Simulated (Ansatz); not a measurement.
**TlSbS3 (model cell, started as cubic perovskite with Sb in the octahedra): a soft mode frozen in**

Which phase does TlSbS3 (model cell, started as cubic perovskite with Sb in the octahedra) fall into along its unstable mode, and how much energy does it gain?

Program: Ansatz 0.2.0. Level of theory: DFT LDA, scalar-relativistic, plane waves, PAW; PAW set soft_1. Results are calculated unless marked as measured.

Most raw output is cut from this account.

The structure was built from a prototype and need not be the compound's stable phase.

## 1. The structure

Symmetry: Pm-3m, No. 221, cubic system. The conventional cell has a = 4.956 Å, b = 4.956 Å, c = 4.956 Å, α = 90.00°, β = 90.00°, γ = 90.00°. Nearest to Tl lie 12 S at 3.50 Å. Nearest to Sb lie 6 S at 2.48 Å. Nearest to S lie 2 Sb at 2.48 Å. Farther neighbours and most contacts between anions are not listed.

## 2. Response at finite wavevector

The cell comes from relaxations at this level that are not shown. Stability and thermal properties need the whole zone. Linear response on a 2×2×2 q mesh gives force constants as far as a supercell of that size would.

Input file input.yaml:

```yaml
crystal:
  lattice:
    - [4.9559718062, 0.0, 0.0]
    - [0.0, 4.9559718062, 0.0]
    - [0.0, 0.0, 4.9559718062]
  atoms:
    - { symbol: Tl, position: [0.0, 0.0, 0.0] }
    - { symbol: Sb, position: [0.5, 0.5, 0.5] }
    - { symbol: S, position: [0.5, 0.5, 0.0] }
    - { symbol: S, position: [0.5, 0.0, 0.5] }
    - { symbol: S, position: [0.0, 0.5, 0.5] }
kpoints:
  mp_grid: { grid: [8, 8, 8] }
hamiltonian:
  xc: lda
  pseudopotentials: { kind: paw, azcp: { folder: soft_1 }, xc_functional: pbe }
scf:
  occupations: { method: methfessel_paxton, width: 0.2 }
output:
  eigenvalues: true
phonons:
  method: dfpt
  qmesh: [2, 2, 2]
  temperatures: { t_max: 1000, t_step: 50 }
  qpath:
    path:
      - [[0.0, 0.0, 0.0], [0.0, 0.5, 0.0], [0.5, 0.5, 0.0], [0.0, 0.0, 0.0], [0.5, 0.5, 0.5], [0.0, 0.5, 0.0]]
      - [[0.5, 0.5, 0.5], [0.5, 0.5, 0.0]]
    npoints: 10
```

Command:

```sh
ansatz run input.yaml --threads 4 --pin off --max-ram 16384MiB --backend cpu --events-out ev --progress --plain --runs-dir out
```

The job ended after 4.2 min (4 threads of Arm Neoverse V1, shared host; peak memory 1.3 GiB; 16 min of CPU time).

This step gave:

```yaml
volume_per_atom: 24.35 Å³
gap_on_the_k_mesh: 0 eV
sum_rule_residual_before_enforcement: 2.88e-5 eV/Å²
lowest_frequency_on_the_path: -143.2 cm⁻¹
point_group: m-3m
highest_frequency_on_the_path_or_at_a_solved_wavevector: 352.4 cm⁻¹
highest_optical_mode_at_the_zone_centre_no_lo_to_term: 252.2 cm⁻¹
lowest_optical_zone_centre_mode: -122.6 cm⁻¹
lowest_mode_on_the_q_mesh_acoustic_modes_at_gamma_apart: -143.2 cm⁻¹
```

Frequencies (cm⁻¹) solved at each irreducible wavevector; negative means imaginary. Frequencies by wavevector, by row:

| q in reciprocal lattice units | star | mode 1 | mode 2 | mode 3 | mode 4 | mode 13 | mode 14 | mode 15 |
| --- | --- | --- | --- | --- | --- | --- | --- | --- |
| 0 0 0 | 1 | -122.6 | -122.6 | -122.6 | -98.7 | 252.2 | 252.2 | 252.2 |
| 0 0 -0.5 | 3 | -126.5 | -123.5 | -115.2 | -115.2 | 272.7 | 272.7 | 285.4 |
| 0 -0.5 -0.5 | 3 | -143.2 | -143.2 | -111.6 | -99.2 | 273.2 | 290.5 | 313.7 |
| -0.5 -0.5 -0.5 | 1 | -141.1 | -141.1 | -141.1 | -102.3 | 269.4 | 269.4 | 352.4 |

Interpolated from a 2×2×2 q mesh. The phonon branches at the labelled points (cm⁻¹):

| point | branch 1 | branch 2 | branch 3 | branch 4 | branch 12 | branch 13 | branch 14 | branch 15 |
| --- | --- | --- | --- | --- | --- | --- | --- | --- |
| Γ | -123 | -123 | -123 | -99 | 0 | 252 | 252 | 252 |
| halfway | -122 | -119 | -119 | -114 | 114 | 262 | 262 | 269 |
| X | -126 | -124 | -115 | -115 | 162 | 273 | 273 | 285 |
| halfway | -134 | -124 | -118 | -108 | 165 | 272 | 282 | 301 |
| M | -143 | -143 | -112 | -99 | 168 | 273 | 290 | 314 |
| halfway | -124 | -122 | -116 | -113 | 119 | 267 | 272 | 286 |
| Γ | -123 | -123 | -123 | -99 | 0 | 252 | 252 | 252 |
| halfway | -121 | -119 | -119 | -113 | 123 | 271 | 271 | 307 |
| R | -141 | -141 | -141 | -102 | 174 | 269 | 269 | 352 |
| halfway | -128 | -126 | -126 | -110 | 168 | 273 | 276 | 322 |
| X | -126 | -124 | -115 | -115 | 162 | 273 | 273 | 285 |
| jump to R | -141 | -141 | -141 | -102 | 174 | 269 | 269 | 352 |
| halfway | -139 | -139 | -120 | -107 | 171 | 271 | 277 | 337 |
| M | -143 | -143 | -112 | -99 | 168 | 273 | 290 | 314 |

Symmetry leaves 4 wavevectors to solve. The lowest mode among them, the acoustic zeros apart, lies at q = (0, -0.5, -0.5) and is imaginary, 143.2i cm⁻¹, so the energy falls along it.

## 3. The mode frozen in, largest atomic shift 0 Å

The mode followed lies at q = (0, -0.5, -0.5) with frequency 143.2i cm⁻¹ and is 2-fold degenerate, the softest among the wavevectors solved. At small amplitude the distorted cell has space group no. 10 by a symmetry search on the positions. The undistorted cell that holds it gives the zero of energy on the same k mesh.

System of this step: TlSbS3 (model cell, started as cubic perovskite with Sb in the octahedra). The structure is cubic, space group Pm-3m (No. 221). Conventional cell: a = 4.956 Å, b = 4.956 Å, c = 4.956 Å, α = 90.00°, β = 90.00°, γ = 90.00°. Nearest to Tl lie 12 S at 3.50 Å. Sb has 6 S at 2.48 Å nearest. Nearest to S lie 2 Sb at 2.48 Å. Nearest to S lie 2 Sb at 2.48 Å. Farther neighbours and most contacts between anions are not listed.

Input file input.yaml:

```yaml
crystal:
  lattice:
    - [-4.9559718062, 0.0, 0.0]
    - [0.0, -4.9559718062, -4.9559718062]
    - [0.0, -4.9559718062, 4.9559718062]
  atoms:
    - { symbol: Tl, position: [0.0, 0.5, 0.5] }
    - { symbol: Tl, position: [0.0, 0.0, 0.0] }
    - { symbol: Sb, position: [0.5, 0.0, 0.5] }
    - { symbol: Sb, position: [0.5, 0.5, 0.0] }
    - { symbol: S, position: [0.5, 0.25, 0.25] }
    - { symbol: S, position: [0.5, 0.75, 0.75] }
    - { symbol: S, position: [0.5, 0.25, 0.75] }
    - { symbol: S, position: [0.5, 0.75, 0.25] }
    - { symbol: S, position: [1.0, 0.0, 0.5] }
    - { symbol: S, position: [1.0, 0.5, 0.0] }
kpoints:
  mp_grid: { grid: [8, 6, 6] }
hamiltonian:
  xc: lda
  pseudopotentials: { kind: paw, azcp: { folder: soft_1 }, xc_functional: pbe }
scf:
  occupations: { method: methfessel_paxton, width: 0.2 }
output:
  forces: true
  stress: true
  eigenvalues: true
```

Wall time 16 s (4 threads); peak memory 0.88 GiB.

Numbers from this step:

```
pressure                         : -0.04279 GPa
energy from the undistorted cell : 0 meV/atom
```

The run ends at a pressure of -0.04 GPa.

## 4. The mode frozen in, largest atomic shift 0.6 Å

The atoms are moved along the unstable eigenvector, the largest shift by 0.6 Å, with the cell fixed.

input.yaml, the sections that differ from step 3:

```yaml
crystal:
  lattice:
    - [-4.9559718062, 0.0, 0.0]
    - [0.0, -4.9559718062, -4.9559718062]
    - [0.0, -4.9559718062, 4.9559718062]
  atoms:
    - { symbol: Tl, position: [0.0, 0.5012900664, 0.49742104] }
    - { symbol: Tl, position: [0.0, -0.0012900664, 0.00257896] }
    - { symbol: Sb, position: [0.5, 0.0044591981, 0.5089143427] }
    - { symbol: Sb, position: [0.5, 0.4955408019, -0.0089143427] }
    - { symbol: S, position: [0.5, 0.25, 0.25] }
    - { symbol: S, position: [0.5, 0.75, 0.75] }
    - { symbol: S, position: [0.5, 0.25, 0.75] }
    - { symbol: S, position: [0.5, 0.75, 0.25] }
    - { symbol: S, position: [1.0, -0.0382983762, 0.4234380622] }
    - { symbol: S, position: [1.0, 0.5382983762, 0.0765619378] }
# kpoints, hamiltonian, scf, output: as in step 3
```

Run time: 29 s. Hardware: 4 threads; peak memory 1.2 GiB; 1.9 min of CPU time.

Numbers from this step:

```
pressure                         : 0.07289 GPa
energy from the undistorted cell : -34.26 meV/atom
```

The energy, extrapolated to zero smearing, is -34.26 meV/atom against the undistorted cell.

The run ends at a pressure of 0.07 GPa, with forces up to 0.47 eV/Å.

## 5. Energy along the mode, all amplitudes (two of the runs are shown above)

An imaginary frequency means negative curvature, so the energy should fall and then rise again as anharmonic terms take over.

This step gave:

| Property | Result |
| --- | --- |
| depth at the lowest point sampled | 34.26 meV/atom |
| largest atomic shift at that point | 0.6 Å |

Table of energy from the parent by largest atomic shift:

| largest atomic shift (Å) | energy from the parent (meV/atom) |
| --- | --- |
| 0.000 | 0 |
| 0.040 | -0.419 |
| 0.080 | -1.63 |
| 0.140 | -4.67 |
| 0.220 | -10.3 |
| 0.320 | -19.0 |
| 0.450 | -30.1 |
| 0.600 | -34.3 |

Displacement at unit largest shift by atom:

| atom | x (Å) | y (Å) | z (Å) | size |
| --- | --- | --- | --- | --- |
| Tl1 | 0.00 | 0.01 | -0.03 | 0.03 |
| Tl2 | 0.00 | -0.01 | 0.03 | 0.03 |
| Sb3 | 0.00 | -0.11 | 0.04 | 0.12 |
| Sb4 | 0.00 | 0.11 | -0.04 | 0.12 |
| S5 | 0.00 | 0.00 | 0.00 | 0.00 |
| S6 | 0.00 | 0.00 | 0.00 | 0.00 |
| S7 | 0.00 | 0.00 | 0.00 | 0.00 |
| S8 | 0.00 | 0.00 | 0.00 | 0.00 |
| S9 | 0.00 | 0.95 | -0.32 | 1.00 |
| S10 | 0.00 | -0.95 | 0.32 | 1.00 |

The lowest of the steps tried is the last one, at 0.6 Å, 34.3 meV/atom below the parent; the bottom of the well need not coincide with a step.

## 6. Relaxing from the distorted cell

Starting from the lowest point found, all atoms and the cell are let go, so that strain and other modes of the same symmetry can join in.

input.yaml: that of step 4 with these lines changed.

```diff
@@ -27 +27,6 @@
   eigenvalues: true
+relax:
+  adjacent_minimum: "off"
+  f_tol: 0.002
+  max_steps: 120
+  cell: { stress_tol: 0.03 }
```

Wall time 6.9 min (4 threads); peak memory 1.3 GiB.

Relaxation path:

| step | energy less that of the first step (eV) | largest force component (eV/Å) | pressure (GPa) | volume (Å³) |
| --- | --- | --- | --- | --- |
| 1 | 0.0000 | 0.4497 | 0.07 | 243.45 |
| 2 | -0.2143 | 0.1638 | 0.05 | 241.73 |
| 3 | -0.3025 | 0.0841 | 0.08 | 239.57 |
| 4 | -0.3345 | 0.1807 | 0.11 | 237.33 |
| 5 | -0.3876 | 0.1151 | 0.01 | 235.87 |
| 6 | -0.3572 | 0.3187 | 0.58 | 232.06 |
| 7 | -0.4221 | 0.1294 | -0.24 | 236.33 |
| 8 | -0.4077 | 0.4416 | 0.27 | 233.79 |
| 9 | -0.4279 | 0.0108 | -0.03 | 235.14 |
| 10 | -0.4279 | 0.0181 | 0.05 | 234.82 |
| 11 | -0.4280 | 0.0039 | 0.00 | 235.02 |
| 12 | -0.4280 | 0.0005 | 0.00 | 235.02 |
| 13* | -0.4298 | 0.0005 | 0.01 | 235.02 |
| 14 | -0.4298 | 0.0004 | 0.00 | 235.04 |
| 15* | -0.4298 | 0.0004 | 0.00 | 235.04 |

Relaxation steps marked * repeat the geometry before them on a plane-wave basis chosen anew for their cell, so energy and pressure can jump there. Relaxation steps 6, 8, 10 were tried and not accepted.

The run keeps the 4 symmetry operations that it works with, so distortions that break them were not tested.

| cell as run | before | after | change |
| --- | --- | --- | --- |
| a (Å) | 4.956 | 4.292 | -13.4 % |
| b (Å) | 7.009 | 7.404 | +5.6 % |
| c (Å) | 7.009 | 7.404 | +5.6 % |
| α (°) | 90.00 | 87.60 | -2.7 % |
| volume (Å³/atom) | 24.35 | 23.50 | -3.5 % |

The atoms that moved most (Å, as changes of fractional coordinates times the final cell):

| atom | dx | dy | dz | length |
| --- | --- | --- | --- | --- |
| S10 | 0.000 | -0.561 | -0.196 | 0.594 |
| S9 | 0.000 | 0.561 | 0.196 | 0.594 |
| Tl1 | 0.000 | -0.008 | 0.142 | 0.143 |
| Tl2 | 0.000 | 0.008 | -0.142 | 0.143 |
| Sb3 | 0.000 | -0.080 | -0.023 | 0.083 |
| Sb4 | 0.000 | 0.080 | 0.023 | 0.083 |

The relaxed structure:

```cif
data_structure
_symmetry_space_group_name_H-M 'P 1'
_symmetry_Int_Tables_number 1
_cell_length_a 4.2916
_cell_length_b 7.4038
_cell_length_c 7.4038
_cell_angle_alpha 87.601
_cell_angle_beta 90.000
_cell_angle_gamma 90.000
_cell_volume 235.04
loop_
_atom_site_label
_atom_site_type_symbol
_atom_site_fract_x
_atom_site_fract_y
_atom_site_fract_z
_atom_site_occupancy
Tl1 Tl 0.00000 0.48810 0.51202 1
Tl2 Tl 0.00000 0.01190 0.98798 1
Sb3 Sb 0.50000 0.01421 0.51418 1
Sb4 Sb 0.50000 0.48579 0.98582 1
S5 S 0.50000 0.25000 0.25000 1
S6 S 0.50000 0.75000 0.75000 1
S7 S 0.50000 0.25000 0.75000 1
S8 S 0.50000 0.75000 0.25000 1
S9 S 0.00000 0.89010 0.39006 1
S10 S 0.00000 0.60990 0.10994 1
```

This step gave:

```
pressure        : 1.72e-4 GPa
volume per atom : 23.50 Å³
```

The distorted start has space group P2/m; the relaxation ends in Cmmm.

## 7. The new phase in its own primitive cell

The relaxed structure is symmetrised, reduced to its primitive cell and relaxed tightly, as its phonons need.

input.yaml, the sections that differ from step 6:

```yaml
crystal:
  lattice:
    - [5.1245257896, -5.3437315955, 0.0]
    - [5.1245257896, 5.3437315955, 0.0]
    - [0.0, 0.0, 4.2915825146]
  atoms:
    - { symbol: Tl, position: [0.2379787963, 0.2379787963, 0.0] }
    - { symbol: Tl, position: [0.7620212037, 0.7620212037, 0.0] }
    - { symbol: Sb, position: [0.2358651234, 0.7641348766, 0.5] }
    - { symbol: Sb, position: [0.7641348766, 0.2358651234, 0.5] }
    - { symbol: S, position: [0.5, 0.0, 0.5] }
    - { symbol: S, position: [0.0, 0.5, 0.5] }
    - { symbol: S, position: [0.0, 0.0, 0.5] }
    - { symbol: S, position: [0.5, 0.5, 0.5] }
    - { symbol: S, position: [0.3599806874, 0.6400193126, 0.0] }
    - { symbol: S, position: [0.6400193126, 0.3599806874, 0.0] }
kpoints:
  mp_grid: { grid: [6, 6, 8] }
relax:
  adjacent_minimum: "off"
  f_tol: 0.001
  max_steps: 60
  cell: { stress_tol: 0.01 }
# hamiltonian, scf, output: as in step 6
```

It took 58 s on 4 threads; peak memory 0.99 GiB; 3.8 min of CPU time.

Little changed from the start: no atom moved by 0.005 Å and no cell edge by 0.1 %.

Numbers from this step:

```
pressure : -3.03e-4 GPa
```

The largest force component left is 0.45 meV/Å and the pressure is 0.000 GPa, within the tolerances set. The cell now holds 23.50 Å³/atom.

## 8. Modes of the new phase, k-mesh 6×6×8

A relaxed structure may still be a saddle point, so its zone-centre modes are computed. No field response is asked, since the mesh shows no gap.

input.yaml, the sections that differ from step 7:

```yaml
crystal:
  lattice:
    - [5.1245909864, -5.3441435224, 0.0]
    - [5.1245909864, 5.3441435224, 0.0]
    - [0.0, 0.0, 4.2911802269]
  atoms:
    - { symbol: Tl, position: [0.2380159606, 0.2380159606, 0.0] }
    - { symbol: Tl, position: [0.7619840394, 0.7619840394, 0.0] }
    - { symbol: Sb, position: [0.2358024063, 0.7641975937, 0.5] }
    - { symbol: Sb, position: [0.7641975937, 0.2358024063, 0.5] }
    - { symbol: S, position: [0.5, 0.0, 0.5] }
    - { symbol: S, position: [0.0, 0.5, 0.5] }
    - { symbol: S, position: [0.0, 0.0, 0.5] }
    - { symbol: S, position: [0.5, 0.5, 0.5] }
    - { symbol: S, position: [0.3599306144, 0.6400693856, 0.0] }
    - { symbol: S, position: [0.6400693856, 0.3599306144, 0.0] }
output:
  eigenvalues: true
phonons:
  method: dfpt
# kpoints, hamiltonian, scf: as in step 7
# relax: removed
```

It took 13 min on 4 threads; peak memory 3.8 GiB.

Numbers from this step:

```
sum-rule residual before enforcement                    : 7.83e-5 eV/Å²
point group                                             : mmm
highest optical mode at the zone centre (no LO-TO term) : 269.0 cm⁻¹
lowest optical zone-centre mode                         : -105.4 cm⁻¹
```

Patterns of degenerate modes are one choice out of their space. The modes at Γ (shares of kinetic energy by element, %) (negative means imaginary):

| mode | frequency (cm⁻¹) | symmetry | Tl % | Sb % | S % |
| --- | --- | --- | --- | --- | --- |
| 1 | -105.4 | B3u | 2 | 46 | 52 |
| 2 | -68.0 | B1u | 5 | 0 | 95 |
| 3 | -51.5 | B3g | 0 | 59 | 41 |
| 4 | -45.1 | B3u | 2 | 15 | 84 |
| 5 | -38.0 | B2u | 23 | 0 | 77 |
| 6 | -29.0 | Au | 0 | 0 | 100 |
| 7 | -26.9 | B1u | 16 | 45 | 39 |
| 8 | 0.0 | acoustic | 48 | 29 | 23 |
| 9 | 0.0 | acoustic | 48 | 29 | 23 |
| 10 | 0.0 | acoustic | 48 | 29 | 23 |
| 11 | 17.2 | B2g | 100 | 0 | 0 |
| 12 | 17.4 | B1g | 97 | 2 | 1 |
| 13 | 39.5 | B1u | 29 | 3 | 68 |
| 14 | 52.5 | B2u | 28 | 46 | 26 |
| 15 | 57.7 | Ag | 97 | 2 | 1 |
| 16 | 77.6 | B3u | 39 | 9 | 52 |
| 17 | 97.7 | B3u | 7 | 1 | 92 |
| 18 | 102.1 | B1u | 2 | 0 | 98 |
| 19 | 117.8 | B3u | 1 | 0 | 99 |
| 20 | 136.7 | B1g | 0 | 68 | 32 |
| 21 | 148.8 | B2u | 0 | 0 | 100 |
| 22 | 158.6 | B1g | 3 | 31 | 67 |
| 23 | 159.1 | Ag | 3 | 90 | 7 |
| 24 | 175.7 | B2u | 0 | 17 | 83 |
| 25 | 202.5 | B3u | 1 | 1 | 98 |
| 26 | 204.6 | B3g | 0 | 41 | 59 |
| 27 | 213.8 | B2u | 0 | 8 | 92 |
| 28 | 235.1 | Ag | 0 | 8 | 92 |
| 29 | 259.7 | B1u | 0 | 22 | 78 |
| 30 | 269.0 | B2u | 0 | 0 | 100 |

Displacements in mode 1 (-105.4 cm⁻¹), the largest set to 1:
```
Tl1 -0.11  0.00  0.00
Tl2 -0.11  0.00  0.00
Sb3  0.65  0.00  0.00
Sb4  0.65  0.00  0.00
S5  -0.62  0.66  0.00
S6  -0.62 -0.66  0.00
S7  -1.00  0.00  0.00
S8   0.16  0.00  0.00
S9  -0.71  0.00  0.00
S10 -0.71  0.00  0.00
```

Displacements in mode 14 (52.5 cm⁻¹), the largest set to 1:
```
Tl1  0.00 -0.54  0.00
Tl2  0.00 -0.54  0.00
Sb3  0.00  0.89  0.00
Sb4  0.00  0.89  0.00
S5   0.12 -1.00  0.00
S6  -0.12 -1.00  0.00
S7   0.00  0.31  0.00
S8   0.00  0.27  0.00
S9   0.00  0.77  0.00
S10  0.00  0.77  0.00
```

Before it was imposed, the acoustic sum rule was missed by 7.8e-5 eV/Å². Small misses are needed for a sound result but don't prove that mesh and cutoff are converged. The lowest optical mode is imaginary, 105.4i cm⁻¹, so the energy falls along it.

## 9. Outcome

```
unstable mode of the parent                                                      : q = (0, -0.5, -0.5), 143i cm⁻¹
depth at the lowest point sampled                                                : 34.3 meV/atom
largest atomic shift at that point                                               : 0.6 Å
space group reached (within 0.01 Å)                                              : Cmmm
energy gained over the parent (first relaxation, on the mesh of the frozen mode) : 77.6 meV/atom
volume per atom, phase reached                                                   : 23.5 Å³
lowest optical zone-centre mode, phase reached                                   : -105 cm⁻¹
highest optical mode at the zone centre (no LO-TO term), phase reached           : 269 cm⁻¹
```

In words: Along this mode the structure falls into Cmmm, 77.6 meV/atom below the parent. At the parent's cell the well is 34.26 meV/atom deep on the steps tried, with its lowest point at a shift of 0.6 Å. That is the last step tried, so the steps alone don't bracket the bottom of the well. Relaxing atoms and cell changes the gain by +43.32 meV/atom against the lowest step (energies at zero smearing). The new phase still has an imaginary mode at the zone centre of its cell, so it is a saddle point on the way to a lower structure. Of the 6 patterns followed to their end from this parent, this one ends 89.9 meV/atom above the lowest, Imma. Each path keeps the symmetry of its pattern, so a lower phase may lie along a pattern not tried. With no gap, or one that is small against the smearing, the frequencies hang on the k mesh and the smearing, most of all near Kohn anomalies. Spin-orbit coupling is left out, which can matter for the heavy elements here. The PAW files were made for PBE and serve the other functionals too. The starting cell was built on a prototype and not taken from a measurement, so the phase need not exist.

[Logs are printed without paths, hosts, clocks, repeated set-up lines and the standing remarks that a program may print on its own settings, such as how far it seeks lower states.]

[Hosts, paths, dates, database ids (printed as entryN), source tags and the programs' standing remarks are cut or masked in the printed files.]
